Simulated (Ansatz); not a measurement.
# Is Hf-Sc stack of (100) layers a stable metal?, part 3 of 3

The plan: relax Hf-Sc stack of (100) layers, check its phonons, and, if the lattice is stable, compute its Eliashberg function and ρ(T).

Ansatz 0.2.0; DFT LDA, scalar-relativistic, plane waves, PAW; PAW set soft_1.

So far, highest frequency, solved or plainly interpolated (cm⁻¹): step 5 (phonons by linear response: q 2×2×1, k 6×6×1) 274; step 6 (k-mesh 8×8×1) 260.

### 7. Phonons: Fermi–Dirac smearing of 0.3 eV

The phonons are repeated on the same meshes with a wide Fermi–Dirac smearing, to see whether the soft mode comes from sharp features of the Fermi surface.

input.yaml reads:

```yaml
crystal:
  lattice:
    - [2.9694554087, 0.0, 0.0]
    - [0.0, 2.9694554087, 0.0]
    - [0.0, 0.0, 28.4434864415]
  atoms:
    - { symbol: Hf, position: [0.0, 0.0, 0.1983762877] }
    - { symbol: Sc, position: [0.5, 0.5, 0.2699819084] }
  periodic: [true, true, false]
kpoints:
  mp_grid: { grid: [8, 8, 1] }
hamiltonian:
  xc: lda
  pseudopotentials: { kind: paw, azcp: { folder: soft_1 }, xc_functional: pbe }
scf:
  occupations: { method: fermi_dirac, width: 0.3 }
output:
  eigenvalues: true
phonons:
  method: dfpt
  qmesh: [2, 2, 1]
  temperatures: { t_max: 1000, t_step: 50 }
  qpath:
    path: [[0.0, 0.0, 0.0], [0.0, 0.5, 0.0], [0.5, 0.5, 0.0], [0.0, 0.0, 0.0]]
    npoints: 10
```

The run is started by

```sh
ansatz run input.yaml --threads 8 --pin off --max-ram 20480MiB --backend cpu --events-out ev --progress --plain --runs-dir out
```

Numbers of over 12 decimals in the logs are rounded to 6 here.

Output:

```text
band count auto-derived: 28 (N_el = 37.0; filled up to band 19; 23 by the electrons, moments and atoms)
[...]
Crystal: 2 atoms, lattice volume = 250.805 Å³
Basis set: ecut = 420 eV, 4755 PW (Γ), exchange–correlation on 40×40×384 points (8 copies of the dense FFT grid, shifted against one another)
Bands: 28, of which v1, the nominal top of the filled ones, is band 19 counted from 1 (18 counted from 0)
Symmetry: 8 space group operations
k-points: 15 of 64
[...]
SCF iter   1: F=—  HF=-17567.819551 eV  |F-HF|=—  |Δ(HF+E_count)|=         —  Δρ=2.61e-2  dr2=1.22e1  ethr=3.10e-3  ⟨swp⟩=11.3  Hψ=2786  notcnv=0
[...]
SCF iter  15: F=-17565.134523 eV  HF=-17565.134523 eV  |F-HF|=3.64e-12  |Δ(HF+E_count)|=  1.49e-10  Δρ=1.25e-8  dr2=3.20e-13  ethr=1.00e-12  ⟨swp⟩=14.5  Hψ=3339  notcnv=0
SCF 1 converged in 15 iterations: F = -17565.134523 eV  dr2 = 3.20e-13
[...]
WARN: eigensolver did not converge in 2 slots of this pass, the one above among them; of largest residual over every band (k=14): 1 band(s) unlocked (lowest unlocked band 27, counted from 0; max residual 1.30e-2 eV among the unlocked bands, 1.30e-2 eV over every band); of lowest unlocked band (k=12): band 27
[...]
SCF converged after 15 iterations
Free energy (F): -17565.134523 eV
[...]
Internal energy: -17564.287914 eV  (E = F + TS)
E sigma→0 (E₀):  -17564.711219 eV
Entropy (-TS):   -0.846610 eV (-423.305 meV/atom)
Fermi energy:    -4.063909 eV
[...]
--- Band table (eV; the first three rows and the last of 15) ---
  k-point 0: bands = [... 15 lower, -9.4878, -7.0196, -5.5786, -4.3818, -3.5302, -3.3457, -1.5894, -1.5894, ... 5 higher]
  k-point 1: bands = [... 15 lower, -9.0936, -6.7236, -5.3096, -4.2945, -3.5280, -3.1097, -1.7412, -1.5598, ... 5 higher]
  k-point 2: bands = [... 15 lower, -8.1097, -6.1347, -4.5592, -4.1328, -3.6899, -2.4673, -1.7806, -1.6329, ... 5 higher]
  k-point 14: bands = [... 15 lower, -6.5524, -5.6751, -4.9124, -4.9124, -1.6104, -1.6104, -0.5515, -0.1522, ... 5 higher]
  ° read free of the cell's end (the report's vacuum.weakly_bound_levels)
[...]
ASR residual: 3.898e-3 → 0.000e0 eV/Å²; symmetrization residual: 3.231e-5 eV/Å²
  ASR residual per site (eV/Å²): 1.57e-3 3.90e-3
  Γ frequencies (cm⁻¹): 0.00 0.00 0.00 146.23 146.23 216.23
--- Phonons (arbitrary-q DFPT): 3 irreducible q on the 2×2×1 mesh ---
[...]
interpolated dispersion: 31 rows × 6 modes
[...]
```

The job ended after 36 s (8 threads of Arm Neoverse V2, shared host; peak memory 1.1 GiB).

Numbers from this step:

* zero point energy: 0.05159 eV/cell
* share of imaginary modes in the plain interpolation between solved wavevectors: 0.0037
* highest frequency, solved or plainly interpolated: 269.8 cm⁻¹

Solved on the 2×2×1 mesh alone; all other wavevectors are interpolated. The phonon branches at the labelled points (cm⁻¹):

```tsv
point	branch 1	branch 2	branch 3	branch 4	branch 5	branch 6
Γ	0	0	0	146	146	216
halfway	24	38	89	129	201	209
X	48	79	103	104	201	246
halfway	83	110	122	191	206	258
M	86	147	147	177	270	270
halfway	56	99	99	196	203	206
Γ	0	0	0	146	146	216
```

The phonon branches as a text plot (rows in cm⁻¹):

```
    264 |                         ***********
    253 |                 ********           ***
    241 |            *****          **          **
    230 |           *             **
    218 |******   **                              **       ******
    206 |      *************     *                  *******
    195 |                   ******                *****
    183 |      *               ** *******  *******     **
    172 |    **                          **              **
    160 |  **                                              ***
    149 |****                 *        ******                 ***
    137 |    ***                    ***      ***
    126 |       ****        **   ***            **
    114 |           ***   **  ****                **
    103 |         ************                      ***
     91 |       **             **     *******
     80 |      *       ***************       *****     **
     68 |            **     **                    **     **
     57 |    **     *     **                        ***  **
     45 |  **     ** *****                                 ***
     34 |       *****                                  **
     22 | *    ***                                       **   **
     11 |  ****                                            ***
     -1 |**                                                   ***
         Γ               X               M                      Γ
```

Lowest modes at the softest wavevector of the mesh. Modes at q = (0.000, 0.500, 0.000), with each element's share of the kinetic energy:

```tsv
mode	frequency (cm⁻¹)	Hf %	Sc %
1	48.1	100	0
2	79.3	96	4
3	103.3	77	23
4	103.9	0	100
5	201.2	23	77
6	246.5	4	96
```

Displacements in mode 1 (48.1 cm⁻¹), the largest set to 1, in the home cell:
```
Hf1 1.00 0.00 0.00
Sc2 0.00 0.00 0.00
```

Displacements in mode 6 (246.5 cm⁻¹), the largest set to 1, in the home cell:
```
Hf1  0.00  0.00 -0.10
Sc2  0.00  1.00  0.00
```

Among the solved wavevectors the lowest mode, translations apart, is 48.1 cm⁻¹, so these are real on this k mesh.

For the highest frequency, solved or plainly interpolated, step 6 gave 260 cm⁻¹; this run, with occupations Fermi-Dirac and smearing width 0.3 eV, gives 270 cm⁻¹ (+4 %).

### 8. Outcome

| Property | Result |
| --- | --- |
| phonon run of the rows without a label of their own | LDA, q 2×2×1, k 8×8×1 |
| softest mode on the q mesh | 41 cm⁻¹ at q = (0.5, 0.5, 0) |
| highest frequency, solved or plainly interpolated | 260 cm⁻¹ |

In words: The solved wavevectors are stable, but 5.0 % of the interpolated modes are imaginary, so no scattering result was obtained. The two phonon runs disagree on stability; they share the q mesh, so the k mesh decides it. Spin–orbit coupling, left out here, matters for Hf. The PAW files were made for PBE; under other functionals the run regenerates their frozen core. The structure was built by hand as an ordered model, and its stability against other phases was not tested.

[Logs are printed without paths, hosts, clocks, repeated set-up lines and the standing remarks that a program may print on its own settings, such as how far it seeks lower states.]

[Hosts, paths, dates, database ids (printed as entryN), source tags and the programs' standing remarks are cut or masked in the printed files.]
